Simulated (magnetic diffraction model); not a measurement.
# Solving a magnetic structure from powder neutron data: Tm3Ni8B

Space group P6_3/mmc (no. 194), a = 4.9820 Å, c = 15.5320 Å.

| site | atom | x | y | z |
| --- | --- | --- | --- | --- |
| 2d | Tm | 1/3 | 2/3 | 3/4 |
| 4f | Tm | 2/3 | 1/3 | 0.0431 |
| 2a | Ni | 0 | 0 | 1/2 |
| 2b | Ni | 0 | 0 | 1/4 |
| 12k | Ni | 0.8316 | 0.1684 | 0.6285 |
| 2c | B | 1/3 | 2/3 | 1/4 |

The compound is invented for this exercise: a known structure type with other elements, its cell scaled to their sizes and not relaxed.

Only Tm is taken to order (form factors of Tm3+); orders and moment sizes are assumed, and not adapted to the symmetry. Radiation: neutrons of λ = 2.0775 Å (absorption by B left out), 3° to 80°; isotropic B of 0.41 Å² (Tm), 0.55 Å² (Ni) and 0.56 Å² (B). Simulated constant-wavelength pattern: nuclear and magnetic terms add, the magnetic one as |2.695 fm × Σ f S⊥ exp(2πi Q·r) exp(−B s²)|², summed over all Q at one angle with the factor 1/(sin²θ cos θ). For collinear order S is the moment m, which repeats by lattice and centring translations R with the sign exp(−2πi k·R). Free-ion form factors, Sears's scattering lengths of 1992, no absorption; a label names one of the reflections at its angle. The strongest nuclear line in the range is 100, and lines under 0.2 are left out.

Above the ordering temperature:

| 2θ (°) | index | I |
| --- | --- | --- |
| 15.37 | (0 0 2) | 0.5 |
| 27.86 | (1 0 0) | 15.6 |
| 28.94 | (1 0 1) | 7.2 |
| 31.03 | (0 0 4) | 7.2 |
| 36.53 | (1 0 3) | 1.4 |
| 48.67 | (1 0 5) | 30.1 |
| 49.29 | (1 1 0) | 13.5 |
| 55.80 | (1 0 6) | 1.9 |
| 57.57 | (2 0 0) | 8.1 |
| 58.17 | (2 0 1) | 54.1 |
| 59.40 | (1 1 4) | 100.0 |
| 62.88 | (2 0 3) | 45.7 |
| 63.53 | (1 0 7) | 10.8 |
| 64.69 | (0 0 8) | 29.6 |
| 66.85 | (2 0 4) | 40.0 |
| 70.72 | (1 1 6) | 5.3 |
| 71.78 | (2 0 5) | 16.2 |
| 71.85 | (1 0 8) | 15.9 |
| 79.13 | (2 1 0) | 6.6 |
| 79.66 | (2 1 1) | 1.9 |

Below it (cell unchanged):

```
2θ (°)     I
 14.35  16.0
 15.37   0.5
 18.03   8.1
 23.78  19.5
 24.38  13.4
 26.76   5.1
 27.86  15.6
 28.94   7.2
 30.52   2.9
 31.00  12.8
 31.03   7.2
 36.53   1.4
 36.54   2.1
 37.35   6.8
 37.83   7.6
 39.01   2.9
 42.16   9.0
 42.53   1.4
 42.95   5.9
 44.02   0.7
 45.54   3.3
 46.56   1.8
 46.90   2.3
 48.67  30.1
 49.29  13.5
 50.02   2.7
 50.98   0.5
 51.61   5.0
 51.98   6.1
 52.91   2.1
 53.62   2.0
 55.44   6.3
 55.80   1.9
 56.08   2.0
 57.57   8.1
 57.65   1.7
```
(The table stops after 36 lines; 40 more lie at higher angle.)

**Question.** Check that the new lines index with k = (1/2 1/2 1/2), then choose among these models:
A. collinear moments along [100], 5.6 μB on Tm; signs + at (1/3, 2/3, 3/4), + at (2/3, 1/3, 1/4), + at (2/3, 1/3, 0.0431), + at (1/3, 2/3, 0.9569), + at (1/3, 2/3, 0.5431), + at (2/3, 1/3, 0.4569)
B. collinear moments along [100], 5.6 μB on Tm; signs + at (1/3, 2/3, 3/4), − at (2/3, 1/3, 1/4), + at (2/3, 1/3, 0.0431), + at (1/3, 2/3, 0.9569), + at (1/3, 2/3, 0.5431), + at (2/3, 1/3, 0.4569)
C. collinear moments along [120], 5.6 μB on Tm; signs + at (1/3, 2/3, 3/4), − at (2/3, 1/3, 1/4), + at (2/3, 1/3, 0.0431), + at (1/3, 2/3, 0.9569), + at (1/3, 2/3, 0.5431), + at (2/3, 1/3, 0.4569)
D. collinear moments along [120], 5.6 μB on Tm; signs + at (1/3, 2/3, 3/4), + at (2/3, 1/3, 1/4), + at (2/3, 1/3, 0.0431), + at (1/3, 2/3, 0.9569), + at (1/3, 2/3, 0.5431), + at (2/3, 1/3, 0.4569)

The new lines index as (1/2 -1/2 1/2) at 14.35°, (1/2 -1/2 3/2) at 18.03°, (1/2 -1/2 5/2) at 23.78° and (1/2 1/2 1/2) at 24.38°, that is as H ± k with k = (1/2 1/2 1/2), one of 3 inequivalent arms of its star (k and −k counted as one), which a powder can't tell apart. Half indices mean that the moments reverse under translations with k·R a half-integer, and the magnetic cell has twice the primitive volume.

Magnetic intensity, observed (below minus above) and for each model:

| 2θ (°) | index | observed | A | B | C | D |
| --- | --- | --- | --- | --- | --- | --- |
| 14.35 | (1/2 -1/2 1/2) | 16.0 | 30.4 | 16.0 | 40.5 | 77.0 |
| 18.03 | (1/2 -1/2 3/2) | 8.1 | 0.3 | 8.1 | 12.4 | 0.5 |
| 23.78 | (1/2 -1/2 5/2) | 19.5 | 3.9 | 19.5 | 24.0 | 4.7 |
| 24.38 | (1/2 1/2 1/2) | 13.4 | 25.6 | 13.4 | 4.8 | 9.1 |
| 31.00 | (1/2 1/2 5/2) | 12.8 | 2.5 | 12.8 | 8.2 | 1.6 |
| 37.35 | (3/2 -1/2 1/2) | 6.8 | 12.9 | 6.8 | 7.8 | 14.8 |
| 37.83 | (1/2 -1/2 9/2) | 7.6 | 14.1 | 7.6 | 8.2 | 15.2 |
| 42.16 | (3/2 -1/2 5/2) | 9.0 | 1.8 | 9.0 | 9.9 | 1.9 |

Model B matches.

The structure used: k = (1/2 1/2 1/2), collinear moments along [100], 5.6 μB on Tm; signs + at (1/3, 2/3, 3/4), − at (2/3, 1/3, 1/4), + at (2/3, 1/3, 0.0431), + at (1/3, 2/3, 0.9569), + at (1/3, 2/3, 0.5431), + at (2/3, 1/3, 0.4569).

[Logs are printed without paths, hosts, clocks, repeated set-up lines and the standing remarks that a program may print on its own settings, such as how far it seeks lower states.]
